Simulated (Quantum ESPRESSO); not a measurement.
# The valence band of Al2Pt as photoemission sees it, part 11 of 21

Aim: the valence spectrum of Al2Pt from He I to hard X-rays, and which orbitals make each feature.

Quantum ESPRESSO 7.5; DFT, PBEsol, plane waves, ultrasoft GBRV pseudopotentials, scalar-relativistic (the session's first sound run).

So far. Step 9 (With spin–orbit coupling: bands): Of the bands kept, 6 cross the Fermi level on this path (spinor bands, one electron each). Step 10 (With LDA: self-consistent run): The run ends at a pressure of -4.23 GPa.

The database entry behind the starting cell differs from later determinations by our own check (0.1 to 0.3 % short, probably kX units), so it need not match the best structure at ambient conditions.

## 12. Projected DOS and spectra

Level of this step: DFT, LDA, plane waves, ultrasoft GBRV pseudopotentials, scalar-relativistic (Quantum ESPRESSO).

projwfc.x splits the states by atom and shell, which the spectra need, since each shell has its own cross section.

projwfc.in

```
&projwfc
  prefix = 'pes'
  outdir = './tmp'
  filpdos = 'pes'
  ngauss = 0
  degauss = 0.00735
  DeltaE = 0.05
  Emin = -19.13
  Emax = 22.87
/
```

The run is started by

```
$ OMP_NUM_THREADS=1 mpirun -n 4 projwfc.x -nk 4 -in projwfc.in > projwfc.out
```

Output:

```text
[banner, memory and clock lines left out]
Program PROJWFC v.7.5 starts

          URL

     ./tmp/pes.save/

     IMPORTANT: XC functional enforced from input :
     Exchange-correlation= PZ
                           (   1   1   0   0   0   0   0)
     Any further DFT definition will be discarded
     Please, verify this is what you really want

     G-vector sticks info

     negative rho (up, down):  1.679E-01 0.000E+00

     Gaussian broadening (read from input): ngauss,degauss=   0    0.007350

     Calling projwave ....

  Problem Sizes
  natomwfc =           20
  nbnd     =           21
  nkstot   =          145
  npwx     =         1524
  nkb      =           36

     Atomic states used for projection
     (read from pseudopotential files):

     state #   1: atom   1 (Pt ), wfc  1 (l=1 m= 1)
     state #   2: atom   1 (Pt ), wfc  1 (l=1 m= 2)
     state #   3: atom   1 (Pt ), wfc  1 (l=1 m= 3)
     state #   4: atom   1 (Pt ), wfc  2 (l=2 m= 1)
     state #   5: atom   1 (Pt ), wfc  2 (l=2 m= 2)
     state #   6: atom   1 (Pt ), wfc  2 (l=2 m= 3)
     state #   7: atom   1 (Pt ), wfc  2 (l=2 m= 4)
     state #   8: atom   1 (Pt ), wfc  2 (l=2 m= 5)
     state #   9: atom   1 (Pt ), wfc  3 (l=0 m= 1)
     state #  10: atom   1 (Pt ), wfc  4 (l=1 m= 1)
     state #  11: atom   1 (Pt ), wfc  4 (l=1 m= 2)
     state #  12: atom   1 (Pt ), wfc  4 (l=1 m= 3)
     state #  13: atom   2 (Al ), wfc  1 (l=0 m= 1)
     state #  14: atom   2 (Al ), wfc  2 (l=1 m= 1)
     state #  15: atom   2 (Al ), wfc  2 (l=1 m= 2)
     state #  16: atom   2 (Al ), wfc  2 (l=1 m= 3)
     state #  17: atom   3 (Al ), wfc  1 (l=0 m= 1)
     state #  18: atom   3 (Al ), wfc  2 (l=1 m= 1)
     state #  19: atom   3 (Al ), wfc  2 (l=1 m= 2)
     state #  20: atom   3 (Al ), wfc  2 (l=1 m= 3)

 k =   0.0000000000  0.0000000000  0.0000000000
==== e(   1) =   -42.31373 eV ====
     psi = 0.331*[#   1]+0.331*[#   2]+0.331*[#   3]
    |psi|^2 = 1.000
==== e(   2) =   -42.31373 eV ====
     psi = 0.331*[#   1]+0.331*[#   2]+0.331*[#   3]
    |psi|^2 = 1.000
==== e(   3) =   -42.31373 eV ====
     psi = 0.331*[#   1]+0.331*[#   2]+0.331*[#   3]
    |psi|^2 = 1.000
==== e(   4) =     0.60659 eV ====
     psi = 0.386*[#   9]+0.303*[#  13]+0.303*[#  17]
    |psi|^2 = 0.993
==== e(   5) =     5.79004 eV ====
     psi = 0.270*[#   5]+0.270*[#   6]+0.270*[#   8]+0.032*[#  14]+0.032*[#  15]
          +0.032*[#  16]+0.032*[#  18]+0.032*[#  19]+0.032*[#  20]
    |psi|^2 = 0.999
==== e(   6) =     5.79004 eV ====
     psi = 0.270*[#   5]+0.270*[#   6]+0.270*[#   8]+0.032*[#  14]+0.032*[#  15]
          +0.032*[#  16]+0.032*[#  18]+0.032*[#  19]+0.032*[#  20]
    |psi|^2 = 0.999
==== e(   7) =     5.79004 eV ====
     psi = 0.270*[#   5]+0.270*[#   6]+0.270*[#   8]+0.032*[#  14]+0.032*[#  15]
          +0.032*[#  16]+0.032*[#  18]+0.032*[#  19]+0.032*[#  20]
    |psi|^2 = 0.999
==== e(   8) =     7.17110 eV ====
     psi = 0.493*[#   4]+0.493*[#   7]
    |psi|^2 = 0.986
==== e(   9) =     7.17110 eV ====
     psi = 0.493*[#   4]+0.493*[#   7]
    |psi|^2 = 0.986
==== e(  10) =    13.61321 eV ====
     psi = 0.493*[#  13]+0.493*[#  17]
    |psi|^2 = 0.986
==== e(  11) =    14.70817 eV ====
     psi = 0.317*[#  10]+0.317*[#  11]+0.317*[#  12]
    |psi|^2 = 0.952
==== e(  12) =    14.70817 eV ====
     psi = 0.317*[#  10]+0.317*[#  11]+0.317*[#  12]
    |psi|^2 = 0.952
==== e(  13) =    14.70817 eV ====
     psi = 0.317*[#  10]+0.317*[#  11]+0.317*[#  12]
    |psi|^2 = 0.952
==== e(  14) =    16.25056 eV ====
     psi = 0.134*[#  14]+0.134*[#  15]+0.134*[#  16]+0.134*[#  18]+0.134*[#  19]
          +0.134*[#  20]+0.063*[#   5]+0.063*[#   6]+0.063*[#   8]
    |psi|^2 = 0.994
==== e(  15) =    16.25056 eV ====
     psi = 0.134*[#  14]+0.134*[#  15]+0.134*[#  16]+0.134*[#  18]+0.134*[#  19]
          +0.134*[#  20]+0.063*[#   5]+0.063*[#   6]+0.063*[#   8]
    |psi|^2 = 0.994
==== e(  16) =    16.25056 eV ====
     psi = 0.134*[#  14]+0.134*[#  15]+0.134*[#  16]+0.134*[#  18]+0.134*[#  19]
          +0.134*[#  20]+0.063*[#   5]+0.063*[#   6]+0.063*[#   8]
    |psi|^2 = 0.994
[...]
psi = 0.160*[#  14]+0.160*[#  15]+0.160*[#  16]+0.160*[#  18]+0.160*[#  19]
          +0.160*[#  20]+0.001*[#   1]+0.001*[#   2]+0.001*[#   3]
[...]
psi = 0.160*[#  14]+0.160*[#  15]+0.160*[#  16]+0.160*[#  18]+0.160*[#  19]
          +0.160*[#  20]+0.001*[#   1]+0.001*[#   2]+0.001*[#   3]
[...]
psi = 0.160*[#  14]+0.160*[#  15]+0.160*[#  16]+0.160*[#  18]+0.160*[#  19]
          +0.160*[#  20]+0.001*[#   1]+0.001*[#   2]+0.001*[#   3]
[...]
psi = 0.317*[#   9]+0.125*[#  13]+0.125*[#  17]
[...]
psi = 0.007*[#   4]+0.007*[#   7]
[...]
k =   0.0441941738  0.0441941738 -0.0441941738
[...]
psi = 0.331*[#   1]+0.331*[#   2]+0.331*[#   3]
[...]
psi = 0.331*[#   1]+0.331*[#   2]+0.331*[#   3]
[...]
psi = 0.331*[#   1]+0.331*[#   2]+0.331*[#   3]
[...]
psi = 0.366*[#   9]+0.287*[#  13]+0.287*[#  17]+0.008*[#  10]+0.008*[#  11]
          +0.008*[#  12]+0.005*[#  14]+0.005*[#  15]+0.005*[#  16]+0.005*[#  18]
          +0.005*[#  19]+0.005*[#  20]
[...]
psi = 0.267*[#   5]+0.267*[#   6]+0.267*[#   8]+0.031*[#  14]+0.031*[#  15]
          +0.031*[#  16]+0.031*[#  18]+0.031*[#  19]+0.031*[#  20]+0.005*[#  13]
          +0.005*[#  17]
[...]
psi = 0.270*[#   5]+0.270*[#   6]+0.270*[#   8]+0.031*[#  14]+0.031*[#  15]
          +0.031*[#  16]+0.031*[#  18]+0.031*[#  19]+0.031*[#  20]
[...]
psi = 0.270*[#   5]+0.270*[#   6]+0.270*[#   8]+0.031*[#  14]+0.031*[#  15]
          +0.031*[#  16]+0.031*[#  18]+0.031*[#  19]+0.031*[#  20]
[...]
psi = 0.491*[#   4]+0.491*[#   7]
[...]
psi = 0.491*[#   4]+0.491*[#   7]
[...]
psi = 0.387*[#  13]+0.387*[#  17]+0.039*[#  10]+0.039*[#  11]+0.039*[#  12]
          +0.014*[#   5]+0.014*[#   6]+0.014*[#   8]+0.007*[#   9]+0.007*[#  14]
          +0.007*[#  15]+0.007*[#  16]+0.007*[#  18]+0.007*[#  19]+0.007*[#  20]

[...]
psi = 0.192*[#  10]+0.192*[#  11]+0.192*[#  12]+0.098*[#  13]+0.098*[#  17]
          +0.042*[#   9]+0.022*[#  14]+0.022*[#  15]+0.022*[#  16]+0.022*[#  18]
          +0.022*[#  19]+0.022*[#  20]+0.007*[#   5]+0.007*[#   6]+0.007*[#   8]

[...]
psi = 0.279*[#  10]+0.279*[#  11]+0.279*[#  12]+0.016*[#  14]+0.016*[#  15]
          +0.016*[#  16]+0.016*[#  18]+0.016*[#  19]+0.016*[#  20]+0.008*[#   5]
[...]
+0.001*[#   4]+0.001*[#   7]
[...]
+0.007*[#  20]+0.003*[#   4]+0.003*[#   7]
[...]
k =   0.1325825215  0.1325825215 -0.1325825215
[...]
psi = 0.331*[#   1]+0.331*[#   2]+0.331*[#   3]
[...]
psi = 0.331*[#   1]+0.331*[#   2]+0.331*[#   3]
[...]
+0.030*[#  19]+0.030*[#  20]
[...]
+0.031*[#  20]+0.005*[#  10]+0.005*[#  11]+0.005*[#  12]
[...]
+0.007*[#   7]
[...]
+0.007*[#   7]
[...]
+0.004*[#  20]
[...]
+0.004*[#  20]
[...]
+0.022*[#   6]+0.022*[#   8]
[...]
+0.022*[#   6]+0.022*[#   8]
[...]
+0.003*[#   8]+0.003*[#   9]
[...]
+0.012*[#   8]
[...]
+0.012*[#   8]
[...]
+0.008*[#  20]+0.002*[#   4]+0.002*[#   7]
[...]
+0.008*[#  20]+0.002*[#   4]+0.002*[#   7]
[...]
k =   0.1767766953  0.1767766953 -0.1767766953
[...]
+0.001*[#  20]
[...]
+0.032*[#  20]+0.012*[#  10]+0.012*[#  11]+0.012*[#  12]
[...]
+0.023*[#   7]
[...]
+0.023*[#   7]
[...]
k =   0.2209708691  0.2209708691 -0.2209708691
[...]
k =   0.2651650429  0.2651650429 -0.2651650429
[...]
k =   0.3093592168  0.3093592168 -0.3093592168
[...]
k =  -0.3535533906 -0.3535533906  0.3535533906
[...]
+0.066*[#  18]+0.066*[#  19]+0.066*[#  20]
[...]
k =   0.0883883476  0.0000000000  0.0000000000
[...]
psi = 0.331*[#   1]+0.331*[#   2]+0.331*[#   3]
[...]
+0.001*[#  18]+0.001*[#  19]+0.001*[#  20]
[...]
psi = 0.493*[#   4]+0.493*[#   7]
[...]
psi = 0.007*[#   4]+0.007*[#   7]
[...]
k =   0.1325825215  0.0441941738 -0.0441941738
[...]
psi = 0.331*[#   1]+0.331*[#   2]+0.331*[#   3]
[...]
psi = 0.331*[#   1]+0.331*[#   2]+0.331*[#   3]
[...]
psi = 0.331*[#   1]+0.331*[#   2]+0.331*[#   3]
[...]
+0.003*[#  18]+0.003*[#  19]+0.003*[#  20]
[...]
psi = 0.491*[#   4]+0.491*[#   7]
[...]
+0.003*[#  18]+0.003*[#  19]+0.003*[#  20]
[...]
k =   0.1767766953  0.0883883476 -0.0883883476
[...]
psi = 0.331*[#   1]+0.331*[#   2]+0.331*[#   3]
[...]
psi = 0.331*[#   1]+0.331*[#   2]+0.331*[#   3]
[...]
+0.001*[#   1]+0.001*[#   2]+0.001*[#   3]
[...]
+0.008*[#  20]+0.003*[#   4]+0.003*[#   7]
[...]
k =   0.2209708691  0.1325825215 -0.1325825215
[...]
psi = 0.331*[#   1]+0.331*[#   2]+0.331*[#   3]
[...]
+0.001*[#   1]+0.001*[#   2]+0.001*[#   3]
[...]
+0.009*[#  20]+0.001*[#   4]+0.001*[#   7]
[...]
k =   0.2651650429  0.1767766953 -0.1767766953
[...]
psi = 0.330*[#   1]+0.330*[#   2]+0.330*[#   3]
[...]
+0.002*[#   1]+0.002*[#   2]+0.002*[#   3]
[...]
k =   0.3093592168  0.2209708691 -0.2209708691
[...]
+0.001*[#   1]+0.001*[#   2]+0.001*[#   3]
[...]
+0.002*[#   1]+0.002*[#   2]+0.002*[#   3]
[...]
k =   0.3535533906  0.2651650429 -0.2651650429
[...]
+0.001*[#   1]+0.001*[#   2]+0.001*[#   3]
[...]
k =  -0.3093592168 -0.3977475644  0.3977475644
[...]
k =  -0.2651650429 -0.3535533906  0.3535533906
[...]
+0.029*[#   8]+0.002*[#  10]+0.002*[#  11]+0.002*[#  12]
[...]
k =  -0.2209708691 -0.3093592168  0.3093592168
[...]
+0.028*[#  20]+0.001*[#  10]+0.001*[#  11]+0.001*[#  12]
[...]
[... cut ...]
  19]+0.002*[#  20]
[...]
+0.009*[#  16]+0.009*[#  18]+0.009*[#  19]+0.009*[#  20]
[...]
+0.002*[#   1]+0.002*[#   2]+0.002*[#   3]
[...]
k =  -0.0883883476 -0.4419417382  0.6187184335
[...]
+0.004*[#   7]
[...]
+0.037*[#  12]+0.007*[#   5]+0.007*[#   6]+0.007*[#   8]
[...]
+0.002*[#  17]+0.001*[#   5]+0.001*[#   6]+0.001*[#   8]
[...]
+0.001*[#   1]+0.001*[#   2]+0.001*[#   3]
[...]
k =  -0.0441941738 -0.3977475644  0.5745242597
[...]
+0.002*[#  20]
[...]
+0.002*[#  20]
[...]
+0.003*[#   7]+0.001*[#   1]+0.001*[#   2]+0.001*[#   3]
[...]
+0.010*[#  13]+0.010*[#  17]
[...]
+0.007*[#  11]+0.007*[#  12]
[...]
+0.001*[#  13]+0.001*[#  17]
[...]
+0.025*[#  20]+0.005*[#   9]
[...]
+0.032*[#  19]+0.032*[#  20]
[...]
+0.005*[#   8]
[...]
+0.013*[#   4]+0.013*[#   7]
[...]
+0.001*[#   4]+0.001*[#   7]
[...]
+0.002*[#   6]+0.002*[#   8]
[...]
psi = 0.083*[#   9]+0.070*[#  10]+0.070*[#  11]+0.070*[#  12]+0.032*[#  14]
[...]
|psi|^2 = 0.532
==== e(  17) =    19.44195 eV ====
     psi = 0.126*[#  14]+0.126*[#  15]+0.126*[#  16]+0.126*[#  18]+0.126*[#  19]
[...]
+0.006*[#  12]+0.002*[#   5]+0.002*[#   6]+0.002*[#   8]
    |psi|^2 = 0.905
==== e(  18) =    21.49398 eV ====
     psi = 0.094*[#  14]+0.094*[#  15]+0.094*[#  16]+0.094*[#  18]+0.094*[#  19]
          +0.094*[#  20]+0.082*[#  13]+0.082*[#  17]+0.028*[#  10]+0.028*[#  11]
          +0.028*[#  12]+0.008*[#   5]+0.008*[#   6]+0.008*[#   8]
    |psi|^2 = 0.836
==== e(  19) =    22.19050 eV ====
     psi = 0.063*[#  10]+0.063*[#  11]+0.063*[#  12]+0.021*[#  14]+0.021*[#  15]
          +0.021*[#  16]+0.021*[#  18]+0.021*[#  19]+0.021*[#  20]+0.019*[#  13]
          +0.019*[#  17]+0.013*[#   9]+0.002*[#   5]+0.002*[#   6]+0.002*[#   8]
          +0.002*[#   4]+0.002*[#   7]+0.001*[#   1]+0.001*[#   2]+0.001*[#   3]

    |psi|^2 = 0.379
==== e(  20) =    23.33073 eV ====
     psi = 0.051*[#  13]+0.051*[#  17]+0.041*[#  10]+0.041*[#  11]+0.041*[#  12]
          +0.021*[#  14]+0.021*[#  15]+0.021*[#  16]+0.021*[#  18]+0.021*[#  19]
          +0.021*[#  20]
    |psi|^2 = 0.359
==== e(  21) =    24.18032 eV ====
     psi = 0.017*[#  14]+0.017*[#  15]+0.017*[#  16]+0.017*[#  18]+0.017*[#  19]
          +0.017*[#  20]+0.008*[#  10]+0.008*[#  11]+0.008*[#  12]+0.002*[#  13]
          +0.002*[#  17]
    |psi|^2 = 0.133

 k =   0.0000000000 -0.3535533906  0.5303300859
==== e(   1) =   -42.31599 eV ====
     psi = 0.327*[#   1]+0.327*[#   2]+0.327*[#   3]+0.002*[#  13]+0.002*[#  17]
          +0.002*[#  14]+0.002*[#  15]+0.002*[#  16]+0.002*[#  18]+0.002*[#  19]
          +0.002*[#  20]
    |psi|^2 = 1.000
==== e(   2) =   -42.31561 eV ====
     psi = 0.328*[#   1]+0.328*[#   2]+0.328*[#   3]+0.002*[#  13]+0.002*[#  14]
          +0.002*[#  15]+0.002*[#  16]+0.002*[#  17]+0.002*[#  18]+0.002*[#  19]
          +0.002*[#  20]
    |psi|^2 = 1.000
==== e(   3) =   -42.31464 eV ====
     psi = 0.328*[#   1]+0.328*[#   2]+0.328*[#   3]+0.002*[#  14]+0.00
```

Elapsed: 1.4 s, on 4 MPI ranks of Arm Neoverse V1, shared host; 5.6 s of CPU time.

This step gave:

```yaml
share_of_occupied_states_in_no_projected_shell: 0.0049 of the occupied states in the window
dos_at_the_fermi_level: 1.105 states/eV/cell
```

Maxima picked by a test of local sharpness, so broad peaks and shoulders can be missing; peaks within 0.45 eV of a curve's cut are left out. Valence peaks, by row:

```tsv
photon energy (eV)	binding energy (eV)	height (% of the maximum within 13 eV)	main shell	its share (%)
21.2	5.899	30.21	Pt 5d	95.91
21.2	4.699	72.51	Pt 5d	99.28
21.2	3.699	100	Pt 5d	99.6
21.2	0.7991	7.402	Pt 5d	90.03
100	5.899	35.16	Pt 5d	80.38
100	4.699	75.4	Pt 5d	93.14
100	3.699	100	Pt 5d	97.17
100	0.7491	10.31	Pt 5d	62.94
150	7.699	12.22	Al 3s	39.75
150	5.949	48.56	Pt 5d	54.18
150	4.749	81.45	Pt 5d	81
150	3.699	100	Pt 5d	91.47
150	0.6991	17.39	Al 3p	52.22
1487	5.899	31.49	Pt 5d	91.63
1487	4.699	72.42	Pt 5d	99.01
1487	3.699	100	Pt 5d	99.21
1487	0.7991	7.471	Pt 5d	88.85
8048	5.899	31.38	Pt 5d	91.08
8048	4.699	71.91	Pt 5d	98.75
8048	3.699	100	Pt 5d	98.25
8048	0.7991	7.976	Pt 5d	82.41
```

Spectra as before, but with a recipe of its own (widths, and in some runs the light), which changes peak heights and what is resolved: Gaussian 0.6 eV, Lorentzian 0.05 eV plus 0 times the binding energy, linear light, analyser at 54.7°, Fermi edge at 300 K; some photon energies differ too.

Side by side:

```tsv
quantity	this run	base run	difference
DOS at the Fermi level (states/eV/cell)	1.1052	1.111	-0.00580
```

(Continued in part 12 of 21.)

[Logs are printed without paths, hosts, clocks, repeated set-up lines and the standing remarks that a program may print on its own settings, such as how far it seeks lower states.]

[Hosts, paths, dates, database ids (printed as entryN), source tags and the programs' standing remarks are cut or masked in the printed files.]

[Maps of the electrostatic potential energy from Ansatz leave out the sawtooth potential of an applied field or a dipole correction, so their vacuum need not be flat; work functions include it.]

[Peak lists hold at most the 14 tallest peaks of each spectrum; further lines can be left out.]
